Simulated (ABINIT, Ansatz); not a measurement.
**CaHClO (P6_3mc): one start, several treatments of the self-energy**

How much does the gap of CaHClO (P6_3mc) depend on the approximation to the self-energy?

Method: LDA and many-body steps on it, plane waves, in ABINIT 10.8.3.

Most raw output is cut from this account.

**1. Set-up**

The structure is hexagonal, space group P6_3mc (No. 186). The conventional cell has a = 3.870 Å, b = 3.870 Å, c = 9.810 Å, α = 90.00°, β = 90.00°, γ = 120.00°. Nearest to Ca lie 3 O at 2.33 Å and 3 H at 2.77 Å and 4 Cl at 2.87 to 3.11 Å. H has 1 O at 0.97 Å nearest. Cl has 3 H at 2.67 Å and 4 Ca at 2.87 to 3.11 Å nearest. Nearest to O lie 1 H at 0.97 Å and 3 Ca at 2.33 Å. Farther neighbours and most contacts between anions are not listed.

The cell and positions are those that the Materials Project relaxed with its own functionals (PBE, PBE+U or r2SCAN), kept fixed.

**2. Empty states on the mesh, 3×3×2 mesh, 443 bands**

This step: ABINIT 10.8.3; DFT, LDA, plane waves, norm-conserving pseudopotentials.

The sums over transitions need many empty states on a uniform mesh; this step solves for them.

Contents of run.abi:

```
acell 3*1.0 Angstrom
rprim 
  3.869837503795 0.000000000001 0.000000000000
  -1.934918751899 3.351377586804 0.000000000000
  0.000000000000 0.000000000000 9.809829070000
ntypat 4
znucl 20 1 17 8
natom 8
typat 1 1 2 2 3 3 4 4
xred 
  0.333333333333 0.666666666667 0.000072350000
  0.666666666667 0.333333333333 0.500072350000
  0.000000000000 0.000000000000 0.166937970000
  0.000000000000 0.000000000000 0.666937970000
  0.333333333333 0.666666666667 0.316666000000
  0.666666666667 0.333333333333 0.816666000000
  0.000000000000 0.000000000000 0.068122680000
  0.000000000000 0.000000000000 0.568122680000
pp_dirpath "pseudos"
pseudos "Ca.upf, H.upf, Cl.upf, O.upf"
ecut 36
ngkpt 3 3 2
nshiftk 1
shiftk 0 0 0
kptopt 1
chksymbreak 0
iscf -2
irdden 1
istwfk *1
nband 443
nbdbuf 40
tolwfr 1e-09
nstep 60
prtvol 0
indata_prefix "in"
outdata_prefix "out"
tmpdata_prefix "tmp"
```

Launch:

```console
$ OMP_NUM_THREADS=1 mpirun -n 4 abinit run.abi > log
```

Elapsed: 11 min, on 4 MPI ranks of Arm Neoverse V1, shared host; peak memory 0.79 GiB.

Numbers from this step:

```yaml
gap: 5.066 eV
k_of_the_valence_top: 0, 0, 0
k_of_the_conduction_bottom: 0, 0, 0
least_direct_gap: 5.066 eV
k_points_computed: 6
lowest_point_of_the_top_converged_band_above_the_valence_top: 112.2755 eV
```

On this mesh the gap is 5.066 eV.

The density comes from a self-consistent run that is not shown.

**3. Screening, 3×3×2 mesh, 178 bands, screening to 141.5 eV**

The RPA dielectric matrix is built and inverted for each q.

This step: RPA screening on LDA, plane waves, norm-conserving pseudopotentials.

Edit run.abi of step 2 so:

```diff
@@ -26,10 +26,11 @@
 chksymbreak 0
-iscf -2
-irdden 1
 istwfk *1
-nband 443
-nbdbuf 40
-tolwfr 1e-09
-nstep 60
-prtvol 0
+occopt 1
+irdwfk 1
+optdriver 3
+nband 178
+ecuteps 5.2
+inclvkb 2
+awtr 1
+symchi 1
 indata_prefix "in"
```

Elapsed: 2 min, on 4 MPI ranks; peak memory 1.8 GiB; 8 min of CPU time.

Numbers from this step:

```
ε∞ with local fields, on this mesh, along the program's q direction : 2.953
the same without local fields                                       : 3.370
plasma frequency                                                    : 22.81 eV
plane waves in the screening matrix                                 : 499
```

Local fields lower ε∞ by 12 %. On a Γ-centred mesh this coarse the value itself is usually too large, while a short band sum pulls it down.

**4. G0W0, Godby-Needs plasmon pole**

The self-energy is evaluated for the states that the input lists, and the levels follow from it, in one-shot runs by the linearised quasiparticle equation.

This step: G0W0 on LDA, plane waves, norm-conserving pseudopotentials.

Edit run.abi of step 3 so:

```diff
@@ -29,8 +29,15 @@
 irdwfk 1
-optdriver 3
+optdriver 4
 nband 178
+gwcalctyp 0
+ecutsigx 36
+symsigma 1
+nkptgw 1
+kptgw 
+  0.0000000000 0.0000000000 0.0000000000
+bdgw 
+  23 26
 ecuteps 5.2
-inclvkb 2
-awtr 1
-symchi 1
+irdscr 1
+ppmodel 1
 indata_prefix "in"
```

The job ended after 18 s (4 MPI ranks; peak memory 1.4 GiB; 72 s of CPU time).

Numbers from this step:

```
G0W0 gap on the points computed              : 7.658 eV
starting gap on the mesh                     : 5.066 eV
k of the valence top                         : 0, 0, 0
k of the conduction bottom                   : 0, 0, 0
Z at the valence top                         : 0.809
Z at the conduction bottom                   : 0.859
least direct G0W0 gap on the computed points : 7.658 eV
```

The gap on the mesh goes from 5.07 eV to 7.66 eV, a correction of +2.59 eV.

**5. G0W0, Hybertsen-Louie plasmon pole**

Edit run.abi of step 4 so:

```diff
@@ -41,3 +41,3 @@
 irdscr 1
-ppmodel 1
+ppmodel 2
 indata_prefix "in"
```

Run time: 18 s. Hardware: 4 MPI ranks; peak memory 1.4 GiB; 71 s of CPU time.

This step gave:

```
G0W0 gap on the points computed              : 7.866 eV
starting gap on the mesh                     : 5.066 eV
k of the valence top                         : 0, 0, 0
k of the conduction bottom                   : 0, 0, 0
Z at the valence top                         : 0.854
Z at the conduction bottom                   : 0.889
least direct G0W0 gap on the computed points : 7.866 eV
```

Against G0W0 in ABINIT (3×3×2 mesh, 178 bands, screening to 141.5 eV, Godby-Needs plasmon pole), the gap moves by +0.208 eV.

**6. G0W0, von der Linden-Horsch plasmon pole**

Edit run.abi of step 5 so:

```diff
@@ -41,3 +41,3 @@
 irdscr 1
-ppmodel 2
+ppmodel 3
 indata_prefix "in"
```

Run time: 15 s. Hardware: 4 MPI ranks; peak memory 1.1 GiB; 60 s of CPU time.

Numbers from this step:

```yaml
g0w0_gap_on_the_points_computed: 7.82 eV
starting_gap_on_the_mesh: 5.066 eV
k_of_the_valence_top: 0, 0, 0
k_of_the_conduction_bottom: 0, 0, 0
least_direct_g0w0_gap_on_the_computed_points: 7.82 eV
```

Against G0W0 in ABINIT (3×3×2 mesh, 178 bands, screening to 141.5 eV, Godby-Needs plasmon pole), the gap moves by +0.162 eV.

**7. One-shot Hartree-Fock**

This step: one-shot Hartree-Fock on LDA, plane waves, norm-conserving pseudopotentials.

Edit run.abi of step 6 so:

```diff
@@ -30,4 +30,4 @@
 optdriver 4
-nband 178
-gwcalctyp 0
+nband 28
+gwcalctyp 5
 ecutsigx 36
@@ -39,5 +39,4 @@
   23 26
-ecuteps 5.2
-irdscr 1
-ppmodel 3
+ixc_sigma 40
+fftgw 31
 indata_prefix "in"
```

The job ended after 5.2 s (4 MPI ranks; peak memory 0.21 GiB).

This step gave:

| Property | Result |
| --- | --- |
| quasiparticle gap on the points computed | 14.15 eV |
| starting gap on the mesh | 5.066 eV |
| k of the valence top | 0, 0, 0 |
| k of the conduction bottom | 0, 0, 0 |
| least direct quasiparticle gap on the computed points | 14.15 eV |

Against G0W0 in ABINIT (3×3×2 mesh, 178 bands, screening to 141.5 eV, Godby-Needs plasmon pole), the gap moves by +6.488 eV.

**8. Screening, 3×3×2 mesh, 178 bands, screening to 141.5 eV**

This step: RPA screening on LDA, plane waves, norm-conserving pseudopotentials.

Edit run.abi of step 7 so:

```diff
@@ -29,14 +29,14 @@
 irdwfk 1
-optdriver 4
-nband 28
-gwcalctyp 5
-ecutsigx 36
-symsigma 1
-nkptgw 1
-kptgw 
-  0.0000000000 0.0000000000 0.0000000000
-bdgw 
-  23 26
-ixc_sigma 40
-fftgw 31
+optdriver 3
+nband 178
+ecuteps 5.2
+inclvkb 2
+awtr 1
+symchi 1
+gwcalctyp 2
+nfreqre 16
+freqremax 40 eV
+nfreqim 8
+spmeth 1
+nomegasf 120
 indata_prefix "in"
```

Elapsed: 3.2 min, on 4 MPI ranks; peak memory 3.1 GiB.

Numbers from this step:

* ε∞ with local fields, on this mesh, along the program's q direction: 2.965
* the same without local fields: 3.383
* plasma frequency: 22.81 eV
* plane waves in the screening matrix: 499

**9. G0W0, contour deformation**

This step: G0W0 on LDA, plane waves, norm-conserving pseudopotentials.

Edit run.abi of step 8 so:

```diff
@@ -29,14 +29,14 @@
 irdwfk 1
-optdriver 3
+optdriver 4
 nband 178
+gwcalctyp 2
+ecutsigx 36
+symsigma 1
+nkptgw 1
+kptgw 
+  0.0000000000 0.0000000000 0.0000000000
+bdgw 
+  23 26
 ecuteps 5.2
-inclvkb 2
-awtr 1
-symchi 1
-gwcalctyp 2
-nfreqre 16
-freqremax 40 eV
-nfreqim 8
-spmeth 1
-nomegasf 120
+irdscr 1
 indata_prefix "in"
```

Wall time 13 s (4 MPI ranks); peak memory 2.4 GiB.

Numbers from this step:

- G0W0 gap on the points computed: 7.637 eV
- starting gap on the mesh: 5.066 eV
- k of the valence top: 0, 0, 0
- k of the conduction bottom: 0, 0, 0
- least direct G0W0 gap on the computed points: 7.637 eV

Against G0W0 in ABINIT (3×3×2 mesh, 178 bands, screening to 141.5 eV, Godby-Needs plasmon pole), the gap moves by −0.021 eV.

**10. The runs together**

Times are wall times on 4 MPI ranks of Arm Neoverse V1, shared host, good to a factor of about two. A run's time includes the screening step that it read.

```
                                     run   mesh  bands  screening cutoff (eV)  DFT gap (eV)  gap on the mesh (eV)  direct (eV)  ε∞ used     time
          G0W0, Godby-Needs plasmon pole  3×3×2    178                  141.5         5.066                 7.658        7.658     2.95  2.3 min
      G0W0, Hybertsen-Louie plasmon pole  3×3×2    178                  141.5         5.066                 7.866        7.866     2.95  2.3 min
G0W0, von der Linden-Horsch plasmon pole  3×3×2    178                  141.5         5.066                 7.820        7.820     2.95  2.2 min
                   one-shot Hartree-Fock  3×3×2      -                      -         5.066                14.146       14.146        -    5.2 s
               G0W0, contour deformation  3×3×2    178                  141.5         5.066                 7.637        7.637     2.97  3.4 min
```

**11. Results**

| Item | Value |
| --- | --- |
| G0W0, Godby-Needs plasmon pole | 7.658 eV |
| G0W0, Hybertsen-Louie plasmon pole | 7.866 eV |
| G0W0, von der Linden-Horsch plasmon pole | 7.820 eV |
| one-shot Hartree-Fock | 14.146 eV |
| G0W0, contour deformation | 7.637 eV |
| known limits | not at the basis limit; coarse k mesh |

What this shows: G0W0, Hybertsen-Louie plasmon pole: +0.208 eV against G0W0, Godby-Needs plasmon pole. G0W0, von der Linden-Horsch plasmon pole: +0.162 eV against G0W0, Godby-Needs plasmon pole. One-shot Hartree-Fock: +6.488 eV against G0W0, Godby-Needs plasmon pole. G0W0, contour deformation: −0.021 eV against G0W0, Godby-Needs plasmon pole. Bare exchange alone opens the gap to 14.15 eV; against G0W0, correlation takes back 6.49 eV. Bands and cutoff are finite, so the gap is not at the basis limit. The miss can reach some tenths of an eV and take either sign; the mesh is an error of its own. In the G0W0 runs levels were corrected at 1 k point alone, so a gap called «on the mesh» is the least over those, and an edge elsewhere would be missed. The 3×3×2 mesh is coarse for this cell, which bears on the long-range parts of exchange and screening.

[Paths, hosts, dates, memory and timing lines, banners, echoed tables and standing remarks are left out of the program output.]

[Logs are printed without paths, hosts, clocks, repeated set-up lines and the standing remarks that a program may print on its own settings, such as how far it seeks lower states.]

[Runs of the session that timed out or met a known fault of the program may be left out.]

[Hosts, paths, dates, database ids (printed as entryN), source tags and the programs' standing remarks are cut or masked in the printed files.]

[G0W0 gaps are taken among the corrected bands and points alone; a level outside them can change the order at an edge.]

[Where Ansatz stands beside ABINIT at settings called matched, ABINIT's density can come from a denser mesh and the files from another edition; pairs whose starting gaps differed by over 0.03 eV were left out, so agreement reads better than it is.]
